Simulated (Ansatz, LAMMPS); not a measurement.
# Localised basis functions on glassy 57SiO2-27Al2O3-16BaO (mol %) (149 atoms), part 2 of 2

Aim: test how closely localised support functions follow the reference on glassy 57SiO2-27Al2O3-16BaO (mol %) (149 atoms), and at what cost. A setting counts as converged where the r.m.s. difference of forces stays under 1 % of the r.m.s. force.

Ansatz 0.2.0; Kohn-Sham DFT, PBE, PAW (set soft_2), plane waves.

The cell: 25 Si, 24 Al, 7 Ba and 93 O. The quench rate of 25 K/ps is many orders above laboratory rates. The starting topology of bonds comes from the classical model. Only the Γ point is sampled, in a cell whose shortest periodic width is 13 Å. The levels lack spin–orbit coupling.

So far. Step 4 (Support functions low): Forces differ from the reference by 0.92 meV/Å r.m.s., 0.071 % of their size, well within a tolerance of 1 %; the energy by -4.6 meV/atom. It took roughly 5.4 times the reference's time (one timing each, with unlike analyses asked), in 18 cycles against 9. Step 5 (Support functions medium): Forces differ from the reference by 0.72 meV/Å r.m.s., 0.055 % of their size, well within a tolerance of 1 %; the energy by -4.6 meV/atom.

### Step 6. Support functions medium, radius 3.09 Å

Level of this step: Kohn-Sham DFT, PBE, PAW (set soft_2), localised support functions (medium) (Ansatz).

The radius confines each support function; a larger one gives more freedom and more work per atom.

File input.yaml:

```yaml
crystal:
  lattice:
    - [12.514, 0.0, 0.0]
    - [0.0, 12.514, 0.0]
    - [0.0, 0.0, 12.514]
  atoms:
    [... the 149 atom lines of step 3 ...]
kpoints:
  mp_grid: { grid: [1, 1, 1] }
hamiltonian:
  xc: pbe
scf:
  occupations: { method: fermi_dirac, width: 0.05 }
  eigensolver: { kind: { support_functions: { accuracy: medium, radius: 3.09 } } }
  max_iter: 150
output:
  forces: true
  eigenvalues: true
```

Run with:

```console
$ ansatz run input.yaml --threads 8 --pin off --max-ram 15872MiB --backend cpu --events-out ev --progress --plain --runs-dir out
```

Log:

```text
Warning: scf.eigensolver.kind.support_functions: disabling space-group detection — the functions' gradient is summed over unrotated k-points, so no spatial operation reduces the k-mesh or symmetrises the density; time reversal is kept, so that k and −k are solved as one point where they differ and the mesh holds both, and exact exchange and, on two spinor components, a DFT+U term hold to it where the run has them: [...]
Warning: basis.ecutwfc = 464 eV, auto-derived: no grid that the accuracy of the support functions lays serves the files at the lower one that their records recommend; a deck with other species or settings can derive another value
settings of this run that can trade accuracy for cost: scf.eigensolver.kind.support_functions [...]
Engine: ansatz 0.2.0, x86_64-unknown-linux-gnu
Pseudopotentials: kind: paw
Pseudopotential: Si, paw, valence charge 4, recommended cutoff 420 eV (normal), Si.paw.azcp
Pseudopotential: Al, paw, valence charge 3, recommended cutoff 420 eV (normal), Al.paw.azcp
Pseudopotential: Ba, paw, valence charge 10, recommended cutoff 420 eV (normal), Ba.paw.azcp
Pseudopotential: O, paw, valence charge 6, recommended cutoff 420 eV (normal), O.paw.azcp
[... 5 lines on functional and potentials left out ...]
Error: SCF: the radius of support functions is under 3.46 Å, the least for these sites at the functions' level (scf.eigensolver.kind.support_functions.accuracy). Use scf.eigensolver.kind: auto, or type scf.eigensolver.kind.support_functions.radius at least as long, [...]
```

Run time: 3.3 s. Hardware: 8 threads of Intel Xeon Platinum 8488C (Sapphire Rapids), shared host; peak memory 0.49 GiB.

The program refuses radii under 3.46 Å for these atoms at this level.

### Step 7. Support functions medium, radius 3.53 Å

The radius confines each support function; a larger one gives more freedom and more work per atom. Besides, the program derives a nominal cutoff of 464 eV for this run, against the reference's 420.

input.yaml, the sections that differ from step 6:

```yaml
scf:
  occupations: { method: fermi_dirac, width: 0.05 }
  eigensolver: { kind: { support_functions: { accuracy: medium, radius: 3.53 } } }
  max_iter: 150
# crystal, kpoints, hamiltonian, output: as in step 6
```

Log:

```text
[...]
Crystal: 149 atoms, lattice volume = 1959.695 Å³
Basis set: ecut = 464 eV, 44395 PW (Γ), exchange–correlation on 180×180×180 points (8 copies of the dense FFT grid, shifted against one another)
Bands: 480, of which v1, the nominal top of the filled ones, is band 400 counted from 1 (399 counted from 0)
Symmetry: 1 space group operations
k-points: 1
[...]
SCF iter   1: F=—  HF=-123374.155969 eV  |F-HF|=—  |Δ(HF+E_count)|=         —  Δρ=1.11e-1  dr2=2.66e2  ethr=1.00e-1
[...]
SCF iter  20: F=—  HF=-123392.064687 eV  |F-HF|=—  |Δ(HF+E_count)|=   1.26e-6  Δρ=5.77e-6  dr2=4.70e-6  ethr=1.31e-9  κ⁻¹=8.5e-5(r=7)
SCF iter  21: F=-123392.064685 eV  HF=-123392.064687 eV  |F-HF|=1.31e-6  |Δ(HF+E_count)|=   7.72e-7  Δρ=3.73e-6  dr2=1.76e-6  ethr=5.87e-10
SCF 1 converged in 21 iterations: F = -123392.124402 eV  dr2 = 1.76e-6
[...]
SCF converged after 21 iterations
[...]
Free energy (F): -123392.124402 eV
[...]
Internal energy: -123392.124402 eV  (E = F + TS)
E sigma→0 (E₀):  -123392.124402 eV
Fermi energy:    6.720587 eV
[...]
Σ components = -123392.124402   (vs F -123392.124402, Δ=0.00e0)
--- Forces (eV/Å), atoms counted from 1 ---
  atom   1  Si     0.43821686    -1.36769787    -0.12506681
  atom   2  Si    -2.00944957    -0.45485669    -1.54470033
  atom   3  Si     0.99351684     2.92542291     0.51224467
  atom   4  Si    -2.16028246    -0.39233802     1.72777043
[...]
atom 149  O     -1.13572209    -0.94747212     0.09840723
  max |Σ_I F_I| component: 4.96e-3 eV/Å
--- Band table (eV) ---
[...]
```

Wall time 92 s (8 threads); peak memory 5.3 GiB.

Keys that differ from the reference: support_functions.accuracy = "medium", support_functions.radius = 3.53 and scf.max_iter = 150.

Forces differ from the reference by 0.80 meV/Å r.m.s., 0.061 % of their size, well within a tolerance of 1 %; the energy by -4.6 meV/atom. It took roughly 5.6 times the reference's time (one timing each, with unlike analyses asked), in 21 cycles against 9.

### Step 8. Support functions medium, radius 3.78 Å

The radius confines each support function; a larger one gives more freedom and more work per atom. Besides, the program derives a nominal cutoff of 464 eV for this run, against the reference's 420.

input.yaml, the sections that differ from step 7:

```yaml
scf:
  occupations: { method: fermi_dirac, width: 0.05 }
  eigensolver: { kind: { support_functions: { accuracy: medium, radius: 3.78 } } }
  max_iter: 150
# crystal, kpoints, hamiltonian, output: as in step 7
```

Log:

```text
[...]
Crystal: 149 atoms, lattice volume = 1959.695 Å³
Basis set: ecut = 464 eV, 44395 PW (Γ), exchange–correlation on 180×180×180 points (8 copies of the dense FFT grid, shifted against one another)
Bands: 480, of which v1, the nominal top of the filled ones, is band 400 counted from 1 (399 counted from 0)
Symmetry: 1 space group operations
k-points: 1
[...]
SCF iter   1: F=—  HF=-123376.110995 eV  |F-HF|=—  |Δ(HF+E_count)|=         —  Δρ=1.11e-1  dr2=2.66e2  ethr=1.00e-1
[...]
SCF iter  20: F=—  HF=-123392.096973 eV  |F-HF|=—  |Δ(HF+E_count)|=   1.16e-3  Δρ=6.60e-6  dr2=5.83e-6  ethr=1.80e-9  κ⁻¹=4.4e-5(r=7)
SCF iter  21: F=-123392.096970 eV  HF=-123392.096972 eV  |F-HF|=2.22e-6  |Δ(HF+E_count)|=   3.88e-7  Δρ=4.14e-6  dr2=2.91e-6  ethr=7.29e-10
SCF 1 converged in 21 iterations: F = -123392.124608 eV  dr2 = 2.91e-6
[...]
SCF converged after 21 iterations
[...]
Free energy (F): -123392.124608 eV
[...]
Internal energy: -123392.124608 eV  (E = F + TS)
E sigma→0 (E₀):  -123392.124608 eV
Fermi energy:    6.720519 eV
[...]
Σ components = -123392.124608   (vs F -123392.124608, Δ=0.00e0)
--- Forces (eV/Å), atoms counted from 1 ---
  atom   1  Si     0.43700524    -1.36808324    -0.12550175
  atom   2  Si    -2.00921622    -0.45435311    -1.54564685
  atom   3  Si     0.99360794     2.92503032     0.51174503
  atom   4  Si    -2.15972251    -0.39213949     1.72792670
[...]
atom 149  O     -1.13482420    -0.94654645     0.09813396
  max |Σ_I F_I| component: 2.46e-3 eV/Å
--- Band table (eV) ---
[...]
```

Run time: 1.9 min. Hardware: 8 threads; peak memory 5.8 GiB; 14 min of CPU time.

Keys that differ from the reference: support_functions.accuracy = "medium", support_functions.radius = 3.78 and scf.max_iter = 150.

Forces differ from the reference by 0.68 meV/Å r.m.s., 0.052 % of their size, well within a tolerance of 1 %; the energy by -4.6 meV/atom. It took roughly 6.8 times the reference's time (one timing each, with unlike analyses asked), in 21 cycles against 9.

### Step 9. Changed: scf.occupations.method = "cold" and scf.occupations.width = 0.3

Changed here: scf.occupations.method = "cold" and scf.occupations.width = 0.3.

This step: Kohn-Sham DFT, PBE, PAW (set soft_2), plane waves (Ansatz 0.2.0).

input.yaml, the sections that differ from step 8:

```yaml
scf:
  occupations: { method: cold, width: 0.3 }
output:
  forces: true
  stress: true
  populations: true
  dos:
    method: { smearing: { sigma: 0.1 } }
    de: 0.1
    projected: { site_lists: { Al: [Al], Ba: [Ba], O: [O], Si: [Si] } }
  eigenvalues: true
# crystal, kpoints, hamiltonian: as in step 8
```

Log:

```text
[...]
Crystal: 149 atoms, lattice volume = 1959.695 Å³
Basis set: ecut = 420 eV, 38401 PW (Γ), exchange–correlation on 180×180×180 points (8 copies of the dense FFT grid, shifted against one another)
Bands: 549, of which v1, the nominal top of the filled ones, is band 400 counted from 1 (399 counted from 0)
Symmetry: 1 space group operations
[...]
k-points: 1
[...]
SCF iter   1: F=—  HF=-123391.416132 eV  |F-HF|=—  |Δ(HF+E_count)|=         —  Δρ=2.01e-3  dr2=1.06e-1  ethr=1.77e-3  ⟨swp⟩=11.0  Hψ=3430  notcnv=0
[...]
SCF iter   9: F=-123391.444480 eV  HF=-123391.444480 eV  |F-HF|=2.50e-8  |Δ(HF+E_count)|=   3.92e-8  S|Δr|=    0.00e0  Δρ=1.60e-6  dr2=4.66e-8  ethr=1.25e-11  ⟨swp⟩=12.0  Hψ=3525  notcnv=0
SCF 1 converged in 9 iterations: F = -123391.444480 eV  dr2 = 4.66e-8
[...]
SCF converged after 9 iterations
[...]
Free energy (F): -123391.444480 eV
[...]
Internal energy: -123391.444480 eV  (E = F + TS)
E sigma→0 (E₀):  -123391.444480 eV
Fermi energy:    6.927216 eV
Step filling:    the computed levels leave a gap of 3.2193 eV = 10.7 smearing widths at the electron count; against every level under it full and every level over it empty, smearing changes F+E_penalty+E_count by +1.13e-13 meV and its σ→0 estimate by -3.58e-11 meV
[...]
--- Forces (eV/Å), atoms counted from 1 ---
  atom   1  Si     0.43657300    -1.36790118    -0.12551198
  atom   2  Si    -2.01007247    -0.45470126    -1.54539884
  atom   3  Si     0.99368801     2.92433685     0.51093568
  atom   4  Si    -2.15914339    -0.39137353     1.72746977
  atom   5  Si     2.47010140    -0.33799972     1.10040156
  atom   6  Si    -2.01659609    -0.55708546     1.46730994
  atom   7  Si    -1.53126235    -0.19055998     1.27693549
  atom   8  Si    -1.38432641    -0.14930083     0.89412567
  atom   9  Si     1.03323645     3.14908919     0.52528068
  atom  10  Si    -0.11318717     1.93086807    -2.84412540
  atom  11  Si     2.13205080     0.79720800     2.65425517
  atom  12  Si    -0.88676249     0.03760931     1.41562561
  atom  13  Si     1.28264900     1.73874035     1.87422770
  atom  14  Si     0.72744436    -8.02008449     1.56699118
[...]
atom 148  O      0.40237911     1.15074530    -0.49856564
  atom 149  O     -1.13393702    -0.94565006     0.09738265
  max |Σ_I F_I| component: 7.05e-5 eV/Å
--- Stress (GPa, compression-positive) ---
        4.688105       0.923964       0.137724
        0.923964       6.850932      -0.352390
        0.137719      -0.352391       6.376412
  P = ⅓ Tr σ = 5.9718 GPa (59.718 kbar)
--- Band table (eV) ---
[...]
--- Löwdin populations: 149 sites ---
  site symbol       q [e]
     0     Si      2.2611
     1     Si      2.2319
     2     Si      2.2357
[...]
148      O      6.8501
  spilling = 0.011768 (of n_electrons = 800.000000)
```

Run time: 15 s. Hardware: 8 threads; peak memory 3.2 GiB; 1.9 min of CPU time.

Forces differ from the reference by 0.003 meV/Å r.m.s., 2.0e-4 % of their size.

### Step 10. All settings compared

Differences are against the plane-wave reference (Kohn-Sham DFT, PBE, PAW (set soft_2), plane waves), whose r.m.s. force component is 1.31 eV/Å. Energies are set beside the reference only for runs with its functional, potentials and electron count. Times are for 8 threads of Intel Xeon Platinum 8488C (Sapphire Rapids), shared host. The reference's time includes the DOS, ELF, the stress and grids, which some other runs skip.

```csv
run,"Δ force, r.m.s. (meV/Å)",share of r.m.s. force (%),Δ energy (meV/atom),Δ pressure (GPa),Δ gap (eV),cycles,time,host memory (GiB)
reference,-,-,-,-,-,9,16 s,3.2
support functions low,0.923,0.0706,-4.56,-,-0.0023,18,88 s,5.4
support functions medium,0.719,0.0551,-4.57,-,-0.0016,21,98 s,5.5
"support functions medium, radius 3.53 Å",0.797,0.061,-4.56,-,-0.0022,21,92 s,5.3
"support functions medium, radius 3.78 Å",0.679,0.052,-4.56,-,-0.0012,21,1.9 min,5.8
scf.occupations.method = "cold" and scf.occupations.width = 0.3,0.003,2.0e-4,0,0,0,9,15 s,3.2
```

### Step 11. The reference in detail

With the settings judged, the reference run is read for its physics.

Length of the force by element and coordination:

```csv
element,coordination,atoms,mean length of the force (eV/Å),spread,least,most
Al,all,24,1.62,0.856,0.339,3.95
Ba,all,7,0.764,0.317,0.319,1.27
O,all,93,1.86,1.16,0.280,8.09
Si,all,25,2.73,1.35,0.513,8.20
```

Löwdin charges by element and coordination (they lack the spilled electrons, 0.063 e an atom on average):

```csv
element,coordination,atoms,mean charge (e),spread,least,most
Al,all,24,1.31,0.0425,1.20,1.38
Ba,all,7,1.93,0.0281,1.89,1.98
O,all,93,-0.850,0.0572,-1.03,-0.750
Si,all,25,1.74,0.0259,1.68,1.78
```

States in the cell by windows of 1 eV, zero at the Fermi level; the larger projections on atomic orbitals stand beside the total:

```csv
from (eV),to (eV),total,O p,Si p,Al p,Ba p
-18,-17,9.2,0.1,0.0,1.3,0.0
-17,-15,0.0,0.0,0.0,0.0,0.0
-15,-14,7.0,0.1,0.0,0.0,6.8
-14,-13,31.2,0.9,0.1,0.3,29.6
-13,-12,4.4,0.6,0.0,0.0,3.5
-12,-11,10.5,7.0,0.5,0.0,0.1
-11,-10,15.8,10.9,1.0,0.2,0.1
-10,-9,19.1,13.7,1.7,0.3,0.0
-9,-8,42.4,32.2,5.1,1.0,0.1
-8,-7,50.4,39.2,4.9,2.3,0.1
-7,-6,64.0,52.5,3.8,3.5,0.2
-6,-5,89.4,78.4,2.5,3.8,0.3
-5,-4,104.0,95.5,1.8,2.7,0.3
-4,-3,100.4,94.8,1.0,1.6,0.2
-3,-2,54.4,51.8,0.3,0.9,0.1
-2,-1,7.0,6.7,0.0,0.2,0.0
-1,1,0.0,0.0,0.0,0.0,0.0
1,2,3.6,0.1,0.1,0.1,0.0
2,3,14.1,0.7,0.8,1.2,0.0
3,4,39.9,2.3,3.0,4.2,0.0
4,5,41.3,3.2,4.7,5.4,0.1
```

Between -26 and -18 eV lie 177 more states.

The levels nearest the highest filled one (over half full), pooled over k-points and spins:

```csv
level less the highest filled one (eV),occupation
-0.481,2
-0.443,2
-0.425,2
-0.347,2
-0.136,2
0,2
3.22,0
3.54,0
3.99,0
4.25,0
4.27,0
4.45,0
```

Valence density in the bc plane at fractional x = 0.190, with atoms of Si and Al and Ba and O within 0.2 Å of it. It is the smooth field of the valence electrons, not physical close to the nuclei.

Values in e/Å³, 13 rows by 16 columns, each cell a mean:
```
0.1 0.1 0.0 0.0 0.1 0.0 0.1 0.7 0.8 0.5 1.6 0.6 0.1 0.2 0.2 0.3
0.8 1.2 0.2 0.1 0.1 0.1 0.1 0.2 0.2 0.8 4.2 1.5 0.5 3.1 1.7 0.2
0.3 0.6 0.2 0.1 0.1 0.1 0.1 0.2 0.1 0.1 0.2 0.2 0.3 1.4 0.7 0.1
0.1 0.7 1.2 0.2 0.2 0.3 0.2 0.1 0.1 0.0 0.0 0.1 0.2 0.1 0.0 0.0
0.1 2.0 3.8 0.5 0.4 0.7 0.2 0.1 0.1 0.0 0.1 0.6 0.8 0.1 0.0 0.0
0.2 0.2 0.3 0.1 0.1 0.1 0.1 0.1 0.1 0.1 0.1 0.2 0.3 0.1 0.1 0.2
1.1 0.3 0.1 0.3 0.3 0.5 0.3 0.1 0.2 0.3 0.1 0.1 0.0 0.0 0.5 1.1
1.0 0.3 0.2 0.2 0.4 1.0 0.5 0.1 1.3 1.7 0.2 0.0 0.0 0.0 0.4 1.0
0.2 0.0 0.2 1.3 0.8 0.1 0.1 0.1 0.3 0.4 0.2 0.1 0.0 0.0 0.1 0.2
0.1 0.0 0.2 0.9 0.5 0.1 0.2 0.2 0.1 0.0 0.1 0.3 0.2 0.1 0.1 0.2
0.1 0.1 0.1 0.4 0.3 0.1 0.2 0.3 0.1 0.1 0.3 0.6 0.4 0.4 0.2 0.1
0.1 0.1 0.3 3.6 2.1 0.1 0.0 0.1 0.0 0.1 0.1 0.2 0.1 0.1 0.2 0.3
0.2 0.0 0.1 0.8 0.5 0.1 0.1 0.5 0.4 0.1 0.1 0.0 0.0 0.0 0.4 1.0
```
Columns run along b (12.5 Å), rows up along c (12.5 Å). Atoms in or near the plane, at fractional coordinates: Si at (0.24, 0.42), Al at (0.96, 0.16), Al at (0.46, 0.70), Ba at (0.98, 0.46), O at (0.13, 0.66), O at (0.66, 0.90).

Electrostatic potential energy in the bc plane at fractional x = 0.190, with atoms of Si and Al and Ba and O within 0.2 Å of it. With pseudopotentials it is smooth inside the atoms' cores, unlike the true potential.

Values in eV, 13 rows by 16 columns, each cell a mean:
```
  8  10  10   8   6   8   9   1 -17 -10  -6   5   8  10   8   4
  2  -3   8   7   5   7   8   6  -6  -6 -25  -9  -2 -20  -7   4
  9   4   4   6   9   8   6   3   7  10   9   6   4  -4   5  10
 11   3  -5   7  10   7  -6  -5  -3   9  10   8   8  10  11  11
 10  -8 -24   3   8   5  -1  -5   1   9   8   0  -2   8  10  10
  3   7   7   6   8  11   9   8   9  10   9   4   3   7   6   1
-25   0   6  -5  -3   6   9   8   8   7   8   8   8   7  -6 -28
-24   0   0 -30 -27  -2   8   9  -5 -12   4   8   9   7  -6 -27
  4   8   7 -13  -6   8   8   8   7   6   8   9   9   9   7   3
  8  10   9   0   6   7   2   0   5   8   5  -4   2   9   8   4
 -4   8   6   4   8   7   0  -3   4   8   1 -22  -6   7  -3  -5
 -1   9   8 -23 -10   9   7   6   8  10   9   5   7   9   0  -5
  9  11  11   3   6  10  10   7   6   7  10  10  10  11   9   1
```
Columns run along b (12.5 Å; values clipped at the 3rd and 97th percentile), rows up along c (12.5 Å). Atoms in or near the plane, at fractional coordinates: Si at (0.24, 0.42), Al at (0.96, 0.16), Al at (0.46, 0.70), Ba at (0.98, 0.46), O at (0.13, 0.66), O at (0.66, 0.90).

Mean Löwdin charges: Al +1.31, Ba +1.93, O -0.85, Si +1.74 e (they miss 1.2 % of the electrons, so they add up to more than the cell's charge).

### Step 12. Local order

These statistics describe the geometry on which the runs were made.

Density 3.22 g/cm³, 13.15 Å³ an atom.

Pair distribution functions g(r), in bins of 0.2 Å:

```csv
r (Å),total,O-O,O-Si,O-Al,O-Ba,Si-Si,Si-Al
1.40,0.03,0.00,0.15,0.00,0.00,0.00,0.00
1.60,3.05,0.00,11.89,2.79,0.00,0.00,0.00
1.80,1.61,0.00,0.78,7.21,0.00,0.00,0.00
2.00,0.16,0.00,0.00,0.81,0.00,0.00,0.00
2.20,0.04,0.00,0.00,0.22,0.00,0.00,0.00
2.40,0.17,0.36,0.00,0.13,0.00,0.00,0.00
2.60,1.44,3.44,0.00,0.05,1.19,0.00,0.00
2.80,1.30,2.73,0.17,0.22,2.00,0.00,0.16
3.00,1.00,1.17,0.30,0.34,2.38,1.94,2.40
3.20,1.08,0.89,0.52,0.59,1.07,5.43,3.29
3.40,0.84,0.57,0.78,1.08,1.47,0.00,1.25
3.60,0.87,0.60,1.11,1.15,1.00,0.19,0.30
3.80,1.04,0.61,1.70,1.28,0.58,0.51,0.71
4.00,1.12,0.59,1.80,1.49,1.06,0.79,0.81
4.20,1.17,0.80,1.71,1.74,0.68,0.56,0.88
4.40,1.17,0.90,1.49,1.68,0.93,0.77,0.74
4.60,0.93,0.87,0.89,0.98,1.08,1.87,0.93
4.80,0.97,1.28,0.61,0.64,0.77,1.40,1.25
5.00,0.98,1.36,0.62,0.55,1.39,1.20,0.78
5.20,1.13,1.60,0.62,0.70,1.19,1.11,1.59
5.40,0.99,1.19,0.85,0.71,1.32,0.95,1.16
5.60,0.83,0.87,0.81,0.74,1.03,0.79,0.99
5.80,0.99,0.94,1.04,1.12,0.57,1.03,1.35
6.00,1.00,0.92,1.15,1.15,0.73,0.83,1.08
6.20,0.90,0.72,1.13,1.15,0.78,0.20,0.85
```

A closer look about Si14, which bears the longest force: 8 atoms, nearest first, numbered in the order of the input, with positions taken from that point.

```csv
atom,x,y,z,distance (Å),Löwdin charge (e),Fx,Fy,Fz (eV/Å)
Si14,0.00,0.00,0.00,0.00,1.72,0.73,-8.02,1.57
O123,0.34,1.41,-0.16,1.46,-0.87,2.30,7.68,-1.09
O116,-1.54,-0.24,-0.17,1.57,-0.88,-3.32,-0.74,0.31
O126,0.69,-1.22,-0.91,1.67,-0.79,0.27,0.02,-0.08
O127,0.55,-0.41,1.58,1.72,-0.83,-0.27,1.09,-0.77
Al29,-0.49,3.01,-0.53,3.10,1.35,0.96,-0.24,0.50
Si16,0.45,-1.52,2.78,3.20,1.74,-0.35,0.15,-0.96
Al37,-2.96,-0.67,-1.19,3.26,1.28,-0.37,0.19,0.17
```

### Step 13. Summary of results

| Property | Result |
| --- | --- |
| free energy per atom | -828.1305 eV/atom |
| pressure | 5.972 GPa |
| r.m.s. force component | 1.307 eV/Å |
| gap (highest filled to lowest empty level) | 3.219 eV |
| wall time of the 6 DFT runs | 7 min |

In words: Against plane waves at 420 eV, the forces differ by 0.72 meV/Å (0.055 %) with support functions medium. At 149 atoms the fastest of the runs at a preset level, support functions low, takes roughly 5.4 times the time of plane waves (whose run also made extra analyses), in 18 SCF cycles against 9. Differences between support functions and plane waves include what basis error the plane-wave run still has.

The highest filled and lowest empty levels differ by 3.22 eV (at Γ alone); a semilocal functional tends to put such gaps too low. In a disordered cell it changes from sample to sample, and tail or defect levels can set it.

What to keep in mind: The force components of 1.3 eV/Å r.m.s. come partly from thermal motion and partly from the difference between the classical potential and DFT. The pressure of 6.0 GPa is that of one thermal frame, in which the classical model's bond lengths enter as well as the volume, without the kinetic term. The pressure of a single frame lacks the kinetic term.

[Long decimals in the printed logs are rounded to 6 places.]

[Logs are printed without paths, hosts, clocks, repeated set-up lines and the standing remarks that a program may print on its own settings, such as how far it seeks lower states.]

[Hosts, paths, dates, database ids (printed as entryN), source tags and the programs' standing remarks are cut or masked in the printed files.]
